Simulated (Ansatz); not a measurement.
# 1T-PtS2 monolayer in a perpendicular field

Aim: how the 1T-PtS2 monolayer screens a field along its normal, and what the field does to its bands. A positive field points along +c.

Main program and level: Ansatz 0.2.0; plane-wave DFT, PBE-D3(BJ), Ansatz PAW (set soft_1); PAW set soft_1.

### 1. The starting structure

The cell holds 3 atoms: 2 S and 1 Pt. Its edges and angles: a = 3.570 Å, b = 3.570 Å, c = 35.014 Å, α = 90.0°, β = 90.0°, γ = 120.0°. Vacuum lies along c.

### 2. Relaxing the slab

The starting cell is a guess, so the in-plane lattice and the atoms are relaxed first, with the slab cut off from its images along the normal.

The input, input.yaml:

```yaml
crystal:
  lattice:
    - [3.57, 0.0, 0.0]
    - [-1.785, 3.0917106915, 0.0]
    - [0.0, 0.0, 35.0140863942]
  atoms:
    - { symbol: S, position: [0.6666666667, 0.3333333333, 0.4712389127] }
    - { symbol: Pt, position: [0.0, 0.0, 0.5] }
    - { symbol: S, position: [0.3333333333, 0.6666666667, 0.5287610873] }
  periodic: [true, true, false]
kpoints:
  mp_grid: { grid: [12, 12, 1] }
hamiltonian:
  xc: pbe
  dispersion: d3bj
  pseudopotentials: { kind: paw, azcp: { folder: soft_1 } }
scf:
  occupations: { method: fermi_dirac, width: 0.05 }
  convergence: { dr2_threshold: 1.0e-09 }
relax:
  f_tol: 0.004
  max_steps: 90
  cell: {}
output:
  write_potential: true
  write_density: true
  volumetric_format: npy
```

Command:

```console
> ansatz run input.yaml --threads 2 --pin off --max-ram 3072MiB --backend cpu --events-out ev --progress --plain --runs-dir out
```

Numbers of over 12 decimals in the logs are rounded to 6 here.

What it wrote:

```text
Warning: relax.cell: scf.convergence.dr2_threshold = 1e-9 eV is looser than the 2.07845082414e-10 eV advised for a relaxation that steers and ends on the stress (1e-10 eV for each atom of the cell: 3, times the square of relax.cell.stress_2d_tol = 0.05 N/m over 12.0 Å (the atoms' height at the walk's start and 5 Å past either face), 4.162e-2 GPa, over a crystal's default 0.05). What an SCF threshold leaves in a stress goes as its square root, and in the free energy as the threshold itself, and one threshold admits the most on a small cell: [figures from the program's tests cut] Set scf.convergence.dr2_threshold to 2.07845082414e-10 eV or tighter. [rest of the remark cut]
Engine: ansatz 0.2.0, aarch64-unknown-linux-gnu
Pseudopotentials: kind: paw
Pseudopotential: S, paw, valence charge 6, recommended cutoff 420 eV (normal), soft_1/S.paw.azcp
Pseudopotential: Pt, paw, valence charge 18, recommended cutoff 420 eV (normal), soft_1/Pt.paw.azcp
Functional definition: PBE
  parameter kappa = 0.804
  parameter beta = 0.066725
  exchange = pbe_x(kappa = kappa, mu = beta*pi^2/3)
  correlation = pbe_c(beta = beta)
Crystal: 3 atoms, lattice volume = 386.465 Å³
Basis set: ecut = 420 eV, 7455 PW (Γ), exchange–correlation on 48×48×480 points (8 copies of the dense FFT grid, shifted against one another)
Bands: 19, of which v1, the nominal top of the filled ones, is band 15 counted from 1 (14 counted from 0)
Symmetry: 12 space group operations
Space group: P-3m1 (ITA 164), of the structure as read, at distance tolerance 7.3e-5 Å
k-points: 19 of 144
Non-local potential: S, projectors of the file, l = 0: 2, l = 1: 2, l = 2: 1
Non-local potential: Pt, projectors of the file, l = 0: 3, l = 1: 2, l = 2: 2, l = 3: 1
PAW form: soft (Blöchl's): semilocal exchange-correlation on the pseudo side does not see the compensation charge
PAW one-centre angular grid: S, 110 points (default); XC on 64 Gauss nodes
PAW one-centre angular grid: Pt, 590 points (default); XC on 64 Gauss nodes
Initial density: superposition of atomic densities (neutral atoms: chi_scale 0, normalization atom)
Initial wavefunctions: pseudopotential atomic-orbital guess
Functional: x = pbe(κ = 0.804, μ = 0.219515), c = pbe(β = 0.066725)
SCF iter   1: F=—  HF=-14331.513028 eV  |F-HF|=—  |Δ(HF+E_count)|=         —  Δρ=3.86e-2  dr2=6.87e0  ethr=3.10e-3  ⟨swp⟩=18.4  Hψ=4052  notcnv=0
preconditioner: auto → Resta (q_TF=auto, 1.782 Å⁻¹)  ε∞=1.8  [insulator: Δε(μ)=1.780 eV  Ē_g=9.972 eV  σ=0.050 eV  W_gap=1.00  n_scr=18 (ndim 8)  ℏωp=8.9 eV  f_vac=0.827  D(μ)=0.00/eV (n_scr^D=0)  ε∞_Penn≈1.8  vacuum switching on, ρ_ref=7.2e-3 e/Å³]
SCF iter   2: F=—  HF=-14330.903106 eV  |F-HF|=—  |Δ(HF+E_count)|=   6.10e-1  Δρ=2.42e-2  dr2=3.67e0  ethr=3.10e-3  ⟨swp⟩=5.5  Hψ=1388  notcnv=0
SCF iter   3: F=—  HF=-14330.110604 eV  |F-HF|=—  |Δ(HF+E_count)|=   7.93e-1  Δρ=8.34e-3  dr2=9.23e-2  ethr=3.10e-3  ⟨swp⟩=5.0  Hψ=1208  notcnv=0
SCF iter   4: F=—  HF=-14330.104350 eV  |F-HF|=—  |Δ(HF+E_count)|=   6.25e-3  Δρ=9.04e-4  dr2=4.36e-3  ethr=3.08e-4  ⟨swp⟩=3.9  Hψ=952  notcnv=0
SCF iter   5: F=—  HF=-14330.103559 eV  |F-HF|=—  |Δ(HF+E_count)|=   7.92e-4  Δρ=2.74e-4  dr2=2.07e-4  ethr=1.45e-5  ⟨swp⟩=3.6  Hψ=783  notcnv=0
SCF iter   6: F=—  HF=-14330.103572 eV  |F-HF|=—  |Δ(HF+E_count)|=   1.29e-5  Δρ=1.08e-4  dr2=5.18e-5  ethr=6.89e-7  ⟨swp⟩=3.8  Hψ=955  notcnv=0
SCF iter   7: F=—  HF=-14330.103574 eV  |F-HF|=—  |Δ(HF+E_count)|=   2.66e-6  Δρ=2.63e-5  dr2=2.66e-6  ethr=1.73e-7  ⟨swp⟩=2.9  Hψ=614  notcnv=0
SCF iter   8: F=—  HF=-14330.103638 eV  |F-HF|=—  |Δ(HF+E_count)|=   6.36e-5  Δρ=4.97e-6  dr2=2.06e-7  ethr=8.86e-9  ⟨swp⟩=3.3  Hψ=846  notcnv=0
SCF iter   9: F=—  HF=-14330.103638 eV  |F-HF|=—  |Δ(HF+E_count)|=   3.17e-8  Δρ=9.31e-7  dr2=3.55e-9  ethr=6.86e-10  ⟨swp⟩=3.7  Hψ=796  notcnv=0
SCF iter  10: F=-14330.103638 eV  HF=-14330.103638 eV  |F-HF|=9.60e-10  |Δ(HF+E_count)|=   2.77e-9  Δρ=1.53e-7  dr2=5.72e-11  ethr=3.33e-12  ⟨swp⟩=14.3  Hψ=3346  notcnv=0
SCF 1 converged in 10 iterations: F = -14330.103638 eV  dr2 = 5.72e-11
  greatest PAW one-centre occupation: 1.000 electrons in one spin orbital (limit 2), on the Pt atom at site 1 (counted from 0), in its partial waves of l = 0
relax step   1: F+E_penalty+E_count = -14330.10363785 eV  Δ(F+E_penalty+E_count) = +0.000e0 eV  max|allowed force component| = 3.087e0 eV/Å  Δτ_max = 0.0000 Å  P = +9.834 N/m  Ω = 386.465 Å³  fix = [c, alpha, beta]  reactions: c +0.000 N/m  (10 SCF iters, accepted)
Crystal: 3 atoms, lattice volume = 387.405 Å³
Initial density: handed on by an earlier stage of this run
Initial wavefunctions: those handed on with the density
iter 1 solved again at ethr=2.55e-4 eV; its pass at ethr=3.10e-3 eV (dr2=7.65e-2 eV) is discarded
SCF iter   1: F=—  HF=-14330.770437 eV  |F-HF|=—  |Δ(HF+E_count)|=         —  Δρ=6.35e-3  dr2=8.36e-2  ethr=2.55e-4  ⟨swp⟩=3.2  Hψ=3725  notcnv=0
preconditioner: auto → Resta (q_TF=auto, 1.781 Å⁻¹)  ε∞=1.9  [insulator: Δε(μ)=1.715 eV  Ē_g=9.331 eV  σ=0.050 eV  W_gap=1.00  n_scr=18 (ndim 8)  ℏωp=8.8 eV  f_vac=0.819  D(μ)=0.00/eV (n_scr^D=0)  ε∞_Penn≈1.9  vacuum switching on, ρ_ref=6.3e-3 e/Å³]
SCF iter   2: F=—  HF=-14330.759017 eV  |F-HF|=—  |Δ(HF+E_count)|=   1.14e-2  Δρ=3.58e-3  dr2=3.42e-2  ethr=2.55e-4  ⟨swp⟩=3.4  Hψ=692  notcnv=0  defer=1
SCF iter   3: F=—  HF=-14330.757927 eV  |F-HF|=—  |Δ(HF+E_count)|=   1.09e-3  Δρ=2.02e-3  dr2=1.89e-2  ethr=1.14e-4  ⟨swp⟩=3.3  Hψ=865  notcnv=0
SCF iter   4: F=—  HF=-14330.754873 eV  |F-HF|=—  |Δ(HF+E_count)|=   3.05e-3  Δρ=3.48e-4  dr2=2.60e-4  ethr=6.30e-5  ⟨swp⟩=2.8  Hψ=689  notcnv=0
SCF iter   5: F=—  HF=-14330.754870 eV  |F-HF|=—  |Δ(HF+E_count)|=   2.19e-6  Δρ=4.48e-5  dr2=4.54e-6  ethr=8.66e-7  ⟨swp⟩=3.6  Hψ=920  notcnv=0
SCF iter   6: F=—  HF=-14330.754852 eV  |F-HF|=—  |Δ(HF+E_count)|=   1.81e-5  Δρ=1.79e-5  dr2=1.01e-6  ethr=1.51e-8  ⟨swp⟩=3.5  Hψ=886  notcnv=0
SCF iter   7: F=—  HF=-14330.754912 eV  |F-HF|=—  |Δ(HF+E_count)|=   5.97e-5  Δρ=3.38e-6  dr2=3.02e-8  ethr=3.36e-9  ⟨swp⟩=3.7  Hψ=871  notcnv=0
SCF iter   8: F=—  HF=-14330.754912 eV  |F-HF|=—  |Δ(HF+E_count)|=   1.45e-8  Δρ=7.46e-7  dr2=2.29e-9  ethr=1.01e-10  ⟨swp⟩=3.8  Hψ=893  notcnv=0
SCF iter   9: F=-14330.754912 eV  HF=-14330.754912 eV  |F-HF|=1.42e-10  |Δ(HF+E_count)|=   3.62e-9  Δρ=1.32e-7  dr2=5.01e-11  ethr=3.33e-12  ⟨swp⟩=12.7  Hψ=2993  notcnv=0
SCF 2 converged in 9 iterations: F = -14330.754912 eV  dr2 = 5.01e-11
relax step   2: F+E_penalty+E_count = -14330.75491204 eV  Δ(F+E_penalty+E_count) = -6.513e-1 eV  max|allowed force component| = 2.095e-1 eV/Å  Δτ_max = 0.1999 Å  P = -0.399 N/m  Ω = 387.405 Å³  energy of the carried Pulay correction = -4.765e-5 eV  fix = [c, alpha, beta]  reactions: c -0.000 N/m  (9 SCF iters, accepted)
Crystal: 3 atoms, lattice volume = 381.744 Å³
Basis set: ecut = 420 eV, 7383 PW (Γ), exchange–correlation on 48×48×480 points (8 copies of the dense FFT grid, shifted against one another)
iter 1 solved again at ethr=8.17e-6 eV; its pass at ethr=3.10e-3 eV (dr2=2.45e-3 eV) is discarded
SCF iter   1: F=—  HF=-14330.765128 eV  |F-HF|=—  |Δ(HF+E_count)|=         —  Δρ=1.15e-3  dr2=2.26e-3  ethr=8.17e-6  ⟨swp⟩=3.2  Hψ=3390  notcnv=0
preconditioner: auto → Resta (q_TF=auto, 1.786 Å⁻¹)  ε∞=1.9  [insulator: Δε(μ)=1.811 eV  Ē_g=9.293 eV  σ=0.050 eV  W_gap=1.00  n_scr=18 (ndim 8)  ℏωp=8.9 eV  f_vac=0.818  D(μ)=0.00/eV (n_scr^D=0)  ε∞_Penn≈1.9  vacuum switching on, ρ_ref=6.3e-3 e/Å³]
SCF iter   2: F=—  HF=-14330.764876 eV  |F-HF|=—  |Δ(HF+E_count)|=   2.52e-4  Δρ=5.77e-4  dr2=7.26e-4  ethr=7.53e-6  ⟨swp⟩=2.7  Hψ=587  notcnv=0
SCF iter   3: F=—  HF=-14330.764860 eV  |F-HF|=—  |Δ(HF+E_count)|=   1.55e-5  Δρ=3.61e-4  dr2=5.49e-4  ethr=2.42e-6  ⟨swp⟩=3.6  Hψ=826  notcnv=0
SCF iter   4: F=—  HF=-14330.764779 eV  |F-HF|=—  |Δ(HF+E_count)|=   8.17e-5  Δρ=4.24e-5  dr2=3.91e-6  ethr=1.83e-6  ⟨swp⟩=2.5  Hψ=538  notcnv=0
SCF iter   5: F=—  HF=-14330.764707 eV  |F-HF|=—  |Δ(HF+E_count)|=   7.20e-5  Δρ=1.44e-5  dr2=4.96e-7  ethr=1.30e-8  ⟨swp⟩=3.9  Hψ=892  notcnv=0
SCF iter   6: F=—  HF=-14330.764772 eV  |F-HF|=—  |Δ(HF+E_count)|=   6.56e-5  Δρ=2.22e-6  dr2=1.73e-8  ethr=1.65e-9  ⟨swp⟩=3.1  Hψ=790  notcnv=0
SCF iter   7: F=-14330.764772 eV  HF=-14330.764772 eV  |F-HF|=1.77e-9  |Δ(HF+E_count)|=   5.07e-9  Δρ=5.53e-7  dr2=7.94e-10  ethr=3.33e-12  ⟨swp⟩=11.2  Hψ=3617  notcnv=0
SCF 3 converged in 7 iterations: F = -14330.764772 eV  dr2 = 7.94e-10
relax step   3: F+E_penalty+E_count = -14330.76477220 eV  Δ(F+E_penalty+E_count) = -9.860e-3 eV  max|allowed force component| = 1.625e-2 eV/Å  Δτ_max = 0.0324 Å  P = -0.251 N/m  Ω = 381.744 Å³  energy of the carried Pulay correction = +2.409e-4 eV  fix = [c, alpha, beta]  reactions: c -0.000 N/m  (7 SCF iters, accepted)
[...]
relax step   4: F+E_penalty+E_count = -14330.76509053 eV  Δ(F+E_penalty+E_count) = -3.183e-4 eV  max|allowed force component| = 1.038e-2 eV/Å  Δτ_max = 0.0026 Å  P = -0.065 N/m  Ω = 380.585 Å³  energy of the carried Pulay correction = +3.006e-4 eV  fix = [c, alpha, beta]  reactions: c -0.000 N/m  (7 SCF iters, accepted)
[...]
relax step   5: F+E_penalty+E_count = -14330.76511826 eV  Δ(F+E_penalty+E_count) = -2.773e-5 eV  max|allowed force component| = 9.439e-4 eV/Å  Δτ_max = 0.0001 Å  P = -0.002 N/m  Ω = 380.347 Å³  energy of the carried Pulay correction = +3.128e-4 eV  fix = [c, alpha, beta]  reactions: c -0.000 N/m  (5 SCF iters, accepted)
Initial wavefunctions: pseudopotential atomic-orbital guess (no wavefunctions were taken with the density)
iter 1 solved again at ethr=1.14e-6 eV; its pass at ethr=3.10e-3 eV (dr2=3.43e-4 eV) is discarded
SCF iter   1: F=—  HF=-14330.764879 eV  |F-HF|=—  |Δ(HF+E_count)|=         —  Δρ=1.29e-5  dr2=1.58e-7  ethr=1.14e-6  ⟨swp⟩=5.5  Hψ=5469  notcnv=0
eigensolver tolerance schedule: the retry pair's looser diagonalisation over-reported the residual by 2164.37 of it (diagonalisation noise at 3.94 of the residual, at the tolerance the schedule requests for it); recorded, not acted on — ethr = c·dr2/N_el stays at c = 1.0e-1
SCF iter   2: F=—  HF=-14330.764867 eV  |F-HF|=—  |Δ(HF+E_count)|=   1.22e-5  Δρ=6.71e-6  dr2=4.79e-8  ethr=5.27e-10  ⟨swp⟩=5.9  Hψ=1420  notcnv=0
SCF iter   3: F=—  HF=-14330.764867 eV  |F-HF|=—  |Δ(HF+E_count)|=   1.12e-8  Δρ=3.27e-6  dr2=7.05e-9  ethr=1.60e-10  ⟨swp⟩=2.9  Hψ=655  notcnv=0
SCF iter   4: F=—  HF=-14330.764867 eV  |F-HF|=—  |Δ(HF+E_count)|=   8.63e-9  Δρ=8.55e-7  dr2=5.20e-9  ethr=2.35e-11  ⟨swp⟩=3.3  Hψ=819  notcnv=0
SCF iter   5: F=-14330.764867 eV  HF=-14330.764867 eV  |F-HF|=3.37e-10  |Δ(HF+E_count)|=  5.60e-10  Δρ=2.60e-7  dr2=2.60e-10  ethr=3.33e-12  ⟨swp⟩=16.8  Hψ=3784  notcnv=0
SCF 6 converged in 5 iterations: F = -14330.764867 eV  dr2 = 2.60e-10
relax step   6: F+E_penalty+E_count = -14330.76486725 eV  Δ(F+E_penalty+E_count) = +2.510e-4 eV  max|allowed force component| = 7.831e-4 eV/Å  Δτ_max = 0.0000 Å  P = -0.008 N/m  Ω = 380.347 Å³  fix = [c, alpha, beta]  reactions: c -0.000 N/m  stress off target by 8.22e-3 N/m on what of the cell is left free  SCF on the basis re-selected at this cell (its energy is not comparable with the rows above)  (5 SCF iters)
basis re-selected at this cell: Δ(F+E_penalty+E_count) = +2.510e-4 eV, ΔP = -0.006 N/m vs the last step (what re-selecting the basis moved, of the pressure what is left beyond the Pulay correction that the steps carried, after the strain that the cell walked since its last selection, with what the two solves' SCF thresholds leave and, on support functions, any second-order correction that the steps lacked; it is no m [...]
SCF converged after 5 iterations
Free energy (F): -14330.764867 eV
Harris-Foulkes:  -14330.764867 eV  (|F-HF|=3.37e-10)
Internal energy: -14330.764867 eV  (E = F + TS)
E sigma→0 (E₀):  -14330.764867 eV
Fermi energy:    -5.421567 eV
--- Per-component energies (eV) ---
  E_band       = -807.749723
  E_kinetic    = 805.337955
  E_local      = -59993.782221  (includes V_loc(G=0)·N_el)
  E_nonlocal   = 271.799976
  E_hartree    = 29440.469403
  E_xc         = -409.285991
  E_vxc        = -435.662373  (∫ρ·V_xc dr)
  E_paw        = -10700.379479  (= ΣΔE_a)
  E_vpaw       = -336.383261  (= ΣTr[D̂ρ^β])
  E_aug_tail   = 0.001105  (compensation charges beyond the density's cutoff)
  E_ewald      = 26255.901781
  E_disp       = -0.827397  (pairwise vdW)
  E_smearing   = -0.000000  (= −TS)
  E_closure    = 0.000000  (closes the sum)
  Σ components = -14330.764867   (vs F -14330.764867, Δ=0.00e0)
--- Forces (eV/Å), atoms counted from 1 ---
  atom   1  S      0.00000000    -0.00000000     0.00078314
  atom   2  Pt    -0.00000000     0.00000000     0.00000000
  atom   3  S     -0.00000000     0.00000000    -0.00078314
  max |Σ_I F_I| component: 2.31e-18 eV/Å
--- 2D stress c σ (N/m, compression-positive) ---
       -0.008222       0.000000       0.000000
       -0.000000      -0.008222       0.000000
        0.000000       0.000000      -0.000000
  P = ½ c Tr σ = -0.0082 N/m
--- Band table (eV; the first three rows and the last of 19) ---
  k-point 0: bands = [... 11 lower, -7.1701, -7.0569, -6.5874, -6.5874, -3.1029, -3.1029, -0.9153, -0.5579]
  k-point 1: bands = [... 11 lower, -7.5520, -6.9221, -6.5434, -6.4256, -3.5309, -3.2205, -0.7100, -0.3858]
  k-point 2: bands = [... 11 lower, -8.0784, -6.6527, -6.5195, -6.3659, -4.2773, -3.4402, -0.2280, -0.0366]
  k-point 18: bands = [... 11 lower, -8.8099, -8.6453, -7.0432, -7.0432, -4.1720, -4.1720, 0.5250, 2.6101]
  the weakly bound empty levels are not read free of the cell's end (no_gap_told)
--- Relaxed structure (5 steps of the walk, 5 accepted, 1 SCFs on fresh bases) ---
  F+E_penalty+E_count = -14330.76486725 eV   max|allowed force component| = 7.831e-4 eV/Å   (the final SCF, on the basis selected at the relaxed cell)
  cell:  # Å, volume = 380.3472 Å³
    - [3.541632, 0.0, 0]
    - [-1.770816, 3.067143, 0]
    - [0, 0, 35.0140863942]
  atoms:
    - { symbol: S, position: [0.666667, 0.333333, 0.464534] }
    - { symbol: Pt, position: [0, 0, 0.500000] }
    - { symbol: S, position: [0.333333, 0.666667, 0.535466] }
```

Run time: 20 s. Hardware: 2 threads of Arm Neoverse V2, shared host; peak memory 0.57 GiB.

Step by step:

| step | energy less that of the first step (eV) | largest force component (eV/Å) | volume (Å³) |
| --- | --- | --- | --- |
| 1 | 0.0000 | 3.0875 | 386.46 |
| 2 | -0.6513 | 0.2095 | 387.41 |
| 3 | -0.6611 | 0.0162 | 381.74 |
| 4 | -0.6615 | 0.0104 | 380.59 |
| 5 | -0.6615 | 0.0009 | 380.35 |
| 6* | -0.6612 | 0.0008 | 380.35 |

Relaxation steps marked * repeat the geometry before them on a plane-wave basis chosen anew for their cell, so energy and pressure can jump there.

Forces are held to the 12 operations that the run works with; a distortion that breaks them can't arise in this run.

| cell as run | before | after | change |
| --- | --- | --- | --- |
| a (Å) | 3.570 | 3.542 | -0.8 % |
| b (Å) | 3.570 | 3.542 | -0.8 % |

The atoms that moved most (Å, along periodic axes as changes of fractional coordinates times the final cell, across vacuum about the mean position):

| atom | dx | dy | dz | length |
| --- | --- | --- | --- | --- |
| S3 | 0.000 | 0.000 | 0.235 | 0.235 |
| S1 | 0.000 | 0.000 | -0.235 | 0.235 |

Final coordinates:

```xyz
3
Lattice="3.5416 0.0000 0.0000 -1.7708 3.0671 0.0000 0.0000 0.0000 35.0141" Properties=species:S:1:pos:R:3
S     1.7708    1.0224   16.2652
Pt    0.0000    0.0000   17.5070
S     0.0000    2.0448   18.7488
```

The lattice constant a goes from 3.570 to 3.542 Å.

(Continued in part 2 of 2.)

[Logs are printed without paths, hosts, clocks, repeated set-up lines and the standing remarks that a program may print on its own settings, such as how far it seeks lower states.]

[Hosts, paths, dates, database ids (printed as entryN), source tags and the programs' standing remarks are cut or masked in the printed files.]

[Maps of the electrostatic potential energy from Ansatz leave out the sawtooth potential of an applied field or a dipole correction, so their vacuum need not be flat; planar profiles and work functions include it.]
